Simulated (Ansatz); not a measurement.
# BP (F-43m):Ag_B, thermodynamic levels from a 54-atom cell

Aim: at which Fermi levels does Ag_B in BP (F-43m) change its charge? The model is a cell of 54 host atoms with 1 B taken out and 1 Ag put in.

Program: Ansatz 0.2.0. Level of theory: place-levels on r2SCAN runs: charge-transition levels and formation energies with image-charge correction and potential alignment at the atomic sites; PAW set soft_1. Results are calculated unless marked as measured.

In doubt: warnings of the run leave room for a lower electronic state (in some of the runs), so energies may not be the lowest and differences between runs may mislead.

## Step 1: Set-up

The cell holds 54 atoms: 26 B, 27 P and 1 Ag. Its edges and angles: a = 9.623 Å, b = 9.623 Å, c = 9.623 Å, α = 60.0°, β = 60.0°, γ = 60.0°. It derives from BP (space group F-43m). Nearest the centre at fractional (0.667, 0.333, 0.667): Ag47 at 0.00 Å, P22 at 1.96 Å, P40 at 1.96 Å, P24 at 1.96 Å, P28 at 1.96 Å, B41 at 3.21 Å, B35 at 3.21 Å, B29 at 3.21 Å.

The host's dielectric constants go in as inputs: 9.31 for the electrons alone, 9.42 with the ions, computed on the host (DFPT, PBEsol, on the r2SCAN cell), and a cell off the functional's own equilibrium shifts the ionic part.

The cell's shortest repeat is 9.6 Å.

## Step 2: The runs of each charge state

A transition level is the Fermi level at which two charge states cost the same, so each charge needs its own total energy, at its own relaxed structure.

Each atom starts 0.05 Å or so off its site in a random direction: a symmetric start keeps its symmetry, and would miss off-centre moves and Jahn–Teller distortions. Forces are taken on a 2×2×2 shifted mesh. The cell holds 2 electrons more than the neutral one, with a uniform background that keeps it neutral on the whole.

The sampling was tested on the host first: at the k-points planned (1x1x1 shifted 0.25 0.25 0.25) its energy lies 0.152 eV an atom from the dense-mesh value, so the final energies take a denser sampling.

One of the inputs; charge, spin and start change from state to state.

Input file qm2.relax/input.yaml:

```yaml
crystal:
  lattice:
    - [0.0, 6.80455623, 6.80455623]
    - [6.80455623, 0.0, 6.80455623]
    - [6.80455623, 6.80455623, 0.0]
  atoms:
    - { symbol: B, position: [0.0, 0.0, 0.0] }
    - { symbol: P, position: [0.25, 0.25, 0.25] }
[... 2 atom lines left out ...]
    - { symbol: B, position: [0.0, 0.0, 0.66666667] }
    - { symbol: P, position: [0.25, 0.25, 0.91666667] }
[... 2 atom lines left out ...]
    - { symbol: B, position: [0.0, 0.33333333, 0.33333333] }
    - { symbol: P, position: [0.25, 0.58333333, 0.58333333] }
    - { symbol: B, position: [0.0, 0.33333333, 0.66666667] }
[... 10 atom lines left out ...]
    - { symbol: P, position: [0.58333333, 0.25, 0.58333333] }
[... 1 atom line left out ...]
    - { symbol: P, position: [0.58333333, 0.25, 0.91666667] }
    - { symbol: B, position: [0.33333333, 0.33333333, 0.0] }
    - { symbol: P, position: [0.58333333, 0.58333333, 0.25] }
[... 1 atom line left out ...]
    - { symbol: P, position: [0.58333333, 0.58333333, 0.58333333] }
    - { symbol: B, position: [0.33333333, 0.33333333, 0.66666667] }
[... 5 atom lines left out ...]
    - { symbol: B, position: [0.33333333, 0.66666667, 0.66666667] }
[... 1 atom line left out ...]
    - { symbol: B, position: [0.66666667, 0.0, 0.0] }
[... 2 atom lines left out ...]
    - { symbol: P, position: [0.91666667, 0.25, 0.58333333] }
    - { symbol: B, position: [0.66666667, 0.0, 0.66666667] }
[... 1 atom line left out ...]
    - { symbol: B, position: [0.66666667, 0.33333333, 0.0] }
[... 1 atom line left out ...]
    - { symbol: B, position: [0.66666667, 0.33333333, 0.33333333] }
[... 1 atom line left out ...]
    - { symbol: Ag, position: [0.66666667, 0.33333333, 0.66666667] }
[... 3 atom lines left out ...]
    - { symbol: B, position: [0.66666667, 0.66666667, 0.33333333] }
[... 1 atom line left out ...]
    - { symbol: B, position: [0.66666667, 0.66666667, 0.66666667] }
    - { symbol: P, position: [0.91666667, 0.91666667, 0.91666667] }
  host:
    repeats: [3, 3, 3]
    atoms:
      - { symbol: B, position: [0.0, 0.0, 0.0] }
      - { symbol: P, position: [0.75, 0.75, 0.75] }
total_charge: -2
basis:
  ecutwfc: 500
  xc_grid: 2
hamiltonian:
  xc: r2scan
  pseudopotentials: { kind: paw, azcp: { folder: soft_1 } }
kpoints:
  mp_grid: { grid: [2, 2, 2], shift: [0.5, 0.5, 0.5] }
scf:
  occupations: { method: fixed }
  max_iter: 80
output:
  forces: true
  charged_corrections:
    epsilon: 9.31
    static_epsilon: 9.42
    defect_position: [0.666667, 0.333333, 0.666667]
relax:
  f_tol: 0.02
  max_steps: 80
  random_displacement: { amplitude: 0.05, seed: 4459 }
checkpoint:
  write: "../qm2.relax.run"
  compress: false
  write_wavefunctions: true
  write_every: 100000
```

Launch:

```sh
> ansatz run input.yaml --threads 4 --pin off --max-ram 7536MiB --backend cpu --events-out ev --progress --plain --runs-dir out
```

The run of this state that the levels use, under r2SCAN:

Input file qm2.point/input.yaml:

```yaml
crystal:
  checkpoint: "../qm2.relax.run"
  host: checkpoint
total_charge: -2
basis:
  ecutwfc: 500
  xc_grid: 2
hamiltonian:
  xc: r2scan
  pseudopotentials: { kind: paw, azcp: { folder: soft_1 } }
kpoints:
  mp_grid: { grid: [2, 2, 2], shift: [0.5, 0.5, 0.5] }
scf:
  occupations: { method: fixed }
  max_iter: 80
output:
  forces: true
  eigenvalues: true
  charged_corrections:
    epsilon: 9.31
    static_epsilon: 9.42
    defect_position: [0.666667, 0.333333, 0.666667]
  eigenstates: { localisation: true }
  populations: true
checkpoint:
  read: "../qm2.relax.run"
  write: "../qm2.point.run"
  compress: false
  write_wavefunctions: false
  write_every: 100000
```

Relaxations under r2SCAN at a 2×2×2 shifted mesh; times on 4 threads of Arm Neoverse V1, shared host:

| charge | moment (μB) | occupations | outcome | steps | largest displacement against the far atoms (Å) | time |
| --- | --- | --- | --- | --- | --- | --- |
| −2 | 0 | fixed | converged | 6 | 0.27 | 3 min |
| −1 | 1 | fixed | converged | 9 | 0.30 | 11 min |
| 0 | 0 | fixed | converged | 12 | 0.33 | 5.3 min |
| 0 | 2 | fixed | converged | 6 | 0.29 | 7 min |
| +1 | 1 | fixed | converged | 16 | 0.33 | 17 min |
| +1 | 3 | fixed | converged | 5 | 0.31 | 6 min |
| −2 | 2 | fixed | converged | 6 | 0.30 | 8.5 min |

Single points under r2SCAN at a 2×2×2 shifted mesh; times on 4 threads of Arm Neoverse V1, shared host:

| charge | moment (μB) | occupations | outcome | time |
| --- | --- | --- | --- | --- |
| −2 | 0 | fixed | converged | 25 s |
| −1 | 1 | fixed | converged | 56 s |
| 0 | 0 | fixed | converged | 30 s |
| 0 | 2 | fixed | converged | 82 s |
| +1 | 1 | fixed | converged | 63 s |
| +1 | 3 | fixed | converged | 65 s |
| −2 | 2 | fixed | converged | 60 s |

Distances (Å) from Ag47 to the nearest atoms after relaxation with r2SCAN:

| charge | moment (μB) | 1. | 2. | 3. | 4. | 5. | 6. |
| --- | --- | --- | --- | --- | --- | --- | --- |
| −2 | 0 | P 2.22 | P 2.23 | P 2.23 | P 2.23 | B 3.24 | B 3.24 |
| −2 | 2 | P 2.23 | P 2.24 | P 2.24 | P 2.25 | B 3.22 | B 3.22 |
| −1 | 1 | P 2.23 | P 2.24 | P 2.25 | P 2.25 | B 3.21 | B 3.22 |
| 0 | 0 | P 2.23 | P 2.26 | P 2.26 | P 2.26 | B 3.21 | B 3.21 |
| 0 | 2 | P 2.25 | P 2.25 | P 2.25 | P 2.26 | B 3.24 | B 3.24 |
| +1 | 1 | P 2.27 | P 2.27 | P 2.27 | P 2.28 | B 3.22 | B 3.22 |
| +1 | 3 | P 2.27 | P 2.27 | P 2.27 | P 2.27 | B 3.23 | B 3.23 |

## Step 3: Levels against the band edges, r2SCAN

A charged cell interacts with its images and the background, and its potential has another zero than the host's. place-levels removes the first by a point-charge model, screened by the static dielectric constant since the ions have relaxed around the charge, and the second by comparing potentials at atoms far from the defect.

The host is a run of the defect-free crystal in the same cutoffs, grids and k-points, so that basis and sampling errors cancel in part in the differences. The host is run in a cell of 2 atoms on a matching mesh. Its band edges are searched through the zone by a band path, so the gap is smaller than, or equal to, that on the mesh. Chemical potentials are energies per atom of B (alpha-rhombohedral (B12)) and Ag (fcc), run with the same functional and cutoff.

Input file levels.point.yaml:

```yaml
host:
  run: host.point.run
states: [qm2.point.run, qm1_M1.point.run, q0.point.run, q0_M2.point.run, qp1_M1.point.run, qp1_M3.point.run, qm2_M2.point.run]
geometry_from:
  qm2.point.run: qm2.relax.run
  qm1_M1.point.run: qm1_M1.relax.run
  q0.point.run: q0.relax.run
  q0_M2.point.run: q0_M2.relax.run
  qp1_M1.point.run: qp1_M1.relax.run
  qp1_M3.point.run: qp1_M3.relax.run
  qm2_M2.point.run: qm2_M2.relax.run
  host.point.run: host.relax.run
chemical_potentials:
  B:
    energy: -156.554104
    dataset: <sha256 of the dataset>
  Ag:
    energy: -7604.007073
    dataset: "<sha256 of the dataset>"
epsilon: 9.31
static_epsilon: 9.42
vertical:
  - { from: qp1_M1.point.run, to: qp1_M1.point_neutral.run }
  - { from: qm2_M2.point.run, to: qm2_M2.point_neutral.run }
```

Launch:

```sh
> ansatz place-levels levels.point.yaml -- --threads 4 --pin off --max-ram 7536MiB
```

Numbers of over 12 decimals in the logs are rounded to 6 here.

Output:

```text
[... repeated set-up lines and file paths are left out, and long positions are rounded to six places ...]
(+1/0) 0.447 eV above the valence edge, 0.960 eV under the conduction edge
(0/-1) 1.069 eV above the valence edge, 0.338 eV under the conduction edge
(-1/-2) 1.411 eV above the valence edge (+1.703 eV without the band-filling correction), in the conduction band
formation energy of charge +1: +5.325 eV with the Fermi level at the valence edge
formation energy of charge 0: +5.772 eV with the Fermi level at the valence edge
formation energy of charge -1: +6.841 eV with the Fermi level at the valence edge
formation energy of charge -2: +8.252 eV with the Fermi level at the valence edge
vertical +1 to 0: no energy, since no alignment is typed
  the change from vertical[0].from (qp1_M1.point.run) to vertical[0].to (qp1_M1.point_neutral.run): by its potential at epsilon 9.31 it stands at 0.610 0.277 0.613, with an rms radius of about 2.0 Å (1.0 1.1 1.2 Å across the planes of the cell's vectors); [...]
vertical -2 to 0: no energy, since no alignment is typed
  the change from vertical[1].from (qm2_M2.point.run) to vertical[1].to (qm2_M2.point_neutral.run): by its potential at epsilon 9.31 it stands at 0.623 0.287 0.625, with an rms radius of about 4.0 Å (2.3 2.2 2.4 Å across the planes of the cell's vectors); [...]
  edges by r2scan, gap 1.407 eV; the host is sampled to repeats of 19.25 Å
  the defect's cells are sampled to repeats of 19.25 Å, like sampling
  charge +1: -32201.9483 eV with its correction of +0.544 eV, at epsilon 9.42, aligned at sites: +0.2866 eV, mean over 19 atomic sites at or beyond 4.81 Å from the defect at [0.6667, 0.3333, 0.6667], with +0.000000 for the charge's moments and without [...]
  charge 0: +0.000 eV for its dipole among its images, +0.000 omitted
  charge -1: -32181.9735 eV with its correction of -0.150 eV, at epsilon 9.42, aligned at sites: +0.4072 eV, mean over 19 atomic sites at or beyond 4.81 Å from the defect at [0.6667, 0.3333, 0.6667], with +0.000000 for the charge's moments and without [...]
  charge -2: -32171.0409 eV with its correction of +0.119 eV, at epsilon 9.42, aligned at sites: +0.4556 eV, mean over 19 atomic sites at or beyond 4.81 Å from the defect at [0.6667, 0.3333, 0.6667], with +0.000000 for the charge's moments and without [...]
  charge +1: states[5] (qp1_M3.point.run) stands 0.592 eV higher, with a moment of 3.00 μB against 1.00
  charge 0: states[2] (q0.point.run) stands 0.066 eV higher, with a moment of 0.00 μB against 2.00
  charge -2: states[6] (qm2_M2.point.run) stands 0.621 eV higher, with a moment of 2.00 μB against 0.00
  of states[4] (qp1_M1.point.run): its alignment with the host at atomic sites is doubtful: the mean over the far sites moves by -0.0934 eV from their farther parts to their nearer, more than 0.05 eV. [...]
  of states[3] (q0_M2.point.run): stability_check_not_made
  of states[1] (qm1_M1.point.run): how wide its charge is, is not read beside other atoms or cores, and a band state would take no correction. [...]
  of states[0] (qm2.point.run): how wide its charge is, is not read beside other atoms or cores, and a band state would take no correction. [...]
  of states[5] (qp1_M3.point.run): how wide its charge is, is not read beside other atoms or cores, and a band state would take no correction. [...]
  of states[2] (q0.point.run): the far atoms show a dipole or second moment of the defect's charge, for which the correction takes or leaves out 0.126 eV: further moments aren't read, and the relaxed atoms' own pattern can pass for one, so compare a larger [...]
  of states[6] (qm2_M2.point.run): it parts from the run at its places by a charge that spreads by about 2.4 Å along one vector (1.4 Å or more is wide), by its potential at epsilon 9.31, taken for that of held ions (one typed too small widens it), where the [...]
  of vertical[0].from (qp1_M1.point.run): band_overlap_at_count; stability_check_not_made; of the run under geometry_from: band_overlap_at_count
  of vertical[0].to (qp1_M1.point_neutral.run): negative_dielectric_reading; band_overlap_at_count; unresolved_pair_at_count
  of vertical[1].from (qm2_M2.point.run): its moments are held at its close (magnetization.spin_locking), by a field of 0.396 eV a Bohr magneton, and its energy and levels are of the state that this holds: a run that lets them go can end lower; [...]
  of vertical[1].to (qm2_M2.point_neutral.run): band_overlap_at_count
```

Elapsed: 0.58 s, on 4 threads of Arm Neoverse V1, shared host.

Levels between the charges placed, in eV above the valence top:

|  | gap (eV) | (+1/0) | (0/−1) | (−1/−2) |
| --- | --- | --- | --- | --- |
| r2SCAN | 1.41 | 0.45 | 1.07 | 1.41 |

Corrections by state:

| charge | moment (μB) | image terms and alignment (eV) | band filling (eV) | ε used | over the lowest of its charge, as the program ranks them, band filling apart (eV) |
| --- | --- | --- | --- | --- | --- |
| +1 | 1.0 | 0.544 | - | 9.42 | 0.000 |
| 0 | 2.0 | 0.000 | - | - | 0.000 |
| −1 | 1.0 | -0.150 | - | 9.42 | 0.000 |
| −2 | 0.0 | 0.119 | -0.292 | 9.42 | 0.000 |
| +1 | 3.0 | 0.559 | - | 9.42 | 0.592 |
| 0 | 0.0 | 0.000 | - | - | 0.066 |
| −2 | 2.0 | 0.026 | - | 9.42 | 0.621 |

The charged structures listed were also run neutral, and place-levels reads from each pair, by the potential or the spins, how wide the charge is by which they differ; that can be the carrier of either run.

| charge | rms radius (Å) | spread where it is widest against the cell (Å) | wide from (Å) | reading |
| --- | --- | --- | --- | --- |
| +1 | 2.0 | 1.23 | 1.36 | narrow |

The neutral runs of these pairs need not share the spin of the lowest neutral state, and very wide values only mean spread over the cell.

From the program's caveats on the states, each cut to its opening words:

- charge +1 (1 μB): its alignment with the host at atomic sites is doubtful: the mean over the far sites moves by -0.0934 eV from their farther parts to their nearer, more than [...]
- charge +1 (1 μB), −1 (1 μB), 0, −2 (2 μB): filled levels lie above empty ones at the fixed electron count
- charge +1 (1 μB), 0 (2 μB), −1 (1 μB), +1 (3 μB), −2 (2 μB): flagged: stability check not made
- charge −1 (1 μB), −2, +1 (3 μB): how wide its charge is, is not read beside other atoms or cores, and a band state would take no correction
- charge −1 (1 μB): its alignment with the host at atomic sites is doubtful: the mean over the far sites moves by +0.1786 eV from their farther parts to their nearer, more than [...]
- charge −2: a band-filling correction moves a carrier to the host's band edge, which changes its energy by -0.292 eV
- charge −2: its alignment with the host at atomic sites is doubtful: the mean over the far sites moves by +0.2940 eV from their farther parts to their nearer, more than [...]
- charge +1 (3 μB): its alignment with the host at atomic sites is doubtful: the mean over the far sites moves by -0.0722 eV from their farther parts to their nearer, more than [...]
- charge +1 (3 μB): its moments are held at its close (magnetization.spin_locking), by a field of 0.222 eV a Bohr magneton, and its energy and levels are of the state that this [...]
- charge 0: the far atoms show a dipole or second moment of the defect's charge, for which the correction takes or leaves out 0.126 eV: further moments aren't read, and [...]
- charge −2 (2 μB): it parts from the run at its places by a charge that spreads by about 2.4 Å along one vector (1.4 Å or more is wide), by its potential at epsilon 9.31, taken [...]
- charge −2 (2 μB): its alignment with the host at atomic sites is doubtful: the mean over the far sites moves by +0.1204 eV from their farther parts to their nearer, more than [...]
- charge −2 (2 μB): its moments are held at its close (magnetization.spin_locking), by a field of 0.396 eV a Bohr magneton, and its energy and levels are of the state that this [...]

The host's formation energy from the elements is -0.484 eV per atom; it sets how far the chemical potentials can move.

Limit set by the element alone; other compounds of these elements are not counted. Chemical potentials from the elements' reference states: B 0.00 eV, P -0.97 eV, Ag 0.00 eV. Formation energies (B-rich), with the Fermi level at the valence top and at the conduction bottom (gap 1.41 eV):

| charge | at valence top (eV) | at conduction bottom (eV) | correction included (eV) |
| --- | --- | --- | --- |
| +1 | 5.32 | 6.73 | 0.54 |
| 0 | 5.77 | 5.77 | 0.00 |
| −1 | 6.84 | 5.43 | -0.15 |
| −2 | 8.25 | 5.44 | -0.17 |

| Fermi level (eV) | lowest formation energy (eV) |
| --- | --- |
| 0.00 | 5.32 |
| 0.13 | 5.45 |
| 0.26 | 5.58 |
| 0.38 | 5.71 |
| 0.51 | 5.77 |
| 0.64 | 5.77 |
| 0.77 | 5.77 |
| 0.90 | 5.77 |
| 1.02 | 5.77 |
| 1.15 | 5.69 |
| 1.28 | 5.56 |
| 1.41 | 5.43 |

Limit set by the element alone; other compounds of these elements are not counted. Chemical potentials from the elements' reference states: P 0.00 eV, B -0.97 eV, Ag 0.00 eV. Formation energy by charge state (P-rich; gap 1.41 eV):

| charge | at valence top (eV) | at conduction bottom (eV) | correction included (eV) |
| --- | --- | --- | --- |
| +1 | 4.36 | 5.76 | 0.54 |
| 0 | 4.80 | 4.80 | 0.00 |
| −1 | 5.87 | 4.47 | -0.15 |
| −2 | 7.28 | 4.47 | -0.17 |

| Fermi level (eV) | lowest formation energy (eV) |
| --- | --- |
| 0.00 | 4.36 |
| 0.13 | 4.48 |
| 0.26 | 4.61 |
| 0.38 | 4.74 |
| 0.51 | 4.80 |
| 0.64 | 4.80 |
| 0.77 | 4.80 |
| 0.90 | 4.80 |
| 1.02 | 4.80 |
| 1.15 | 4.72 |
| 1.28 | 4.59 |
| 1.41 | 4.47 |

## Step 4: What came out

| Property | Result |
| --- | --- |
| gap of the host | 1.41 eV (r2SCAN) |
| level (plus 1/0) | 0.45 eV above the valence top |
| level (0/minus 1) | 1.07 eV above the valence top |
| level (minus 1/minus 2) | 1.41 eV above the valence top, at the conduction bottom (1.70 eV above the valence top without the band-filling term) |
| lowest of the charges placed, just above the valence top (0.02 eV) | +1 |
| lowest of the charges placed, just below the conduction bottom (0.02 eV) | −1 |
| lowest formation energy at mid-gap of the charges run, B-rich | 5.77 eV |
| lowest formation energy at mid-gap of the charges run, P-rich | 4.80 eV |

In words: Of the charges placed (−2, −1, 0 and +1), the lowest changes at 0.45 eV (+1/0) and 1.07 eV (0/−1) above the valence top, in a gap of 1.41 eV. (+1/0) lies nearer to a band edge than the share of the finite-size correction in it (0.54 eV), and that correction holds for a localised charge alone. Charges above +1 were not placed, so these runs say nothing of levels that involve them. States placed: +1 at 1 μB and 3 μB; 0 at 2 μB and 0 μB; −1 at 1 μB; −2 at 0 μB and 2 μB. Other spin states or structures, where not listed, weren't placed. The program finds carriers beyond a band edge of the host and adds a band-filling term at charge −2 (-0.29 eV); steps to such a charge show no bound level, and a defect level inside a band would be read the same way. Ag is taken at its element; compounds, which aren't counted here, bound the chemical potentials and would shift these formation energies. The program doubts the alignment of potentials for at least one state, a sign that the cell is small. Limits: r2SCAN makes the gap too small and tends to spread out bound carriers; spin–orbit coupling, which can matter with heavy atoms, is left out.

[Logs are printed without paths, hosts, clocks, repeated set-up lines and the standing remarks that a program may print on its own settings, such as how far it seeks lower states.]

[Hosts, paths, dates, database ids (printed as entryN), source tags and the programs' standing remarks are cut or masked in the printed files.]

[Where a table of states has a column of steps, it counts the stored structures, which are thinned; the runs took as many ionic steps or more.]

[A defect's name tells the site on which it was built; relaxed atoms can leave that site.]

[For some hosts the program warned that the k-mesh of the response run may be too coarse for force constants and the static dielectric constant; such warnings are not shown here.]
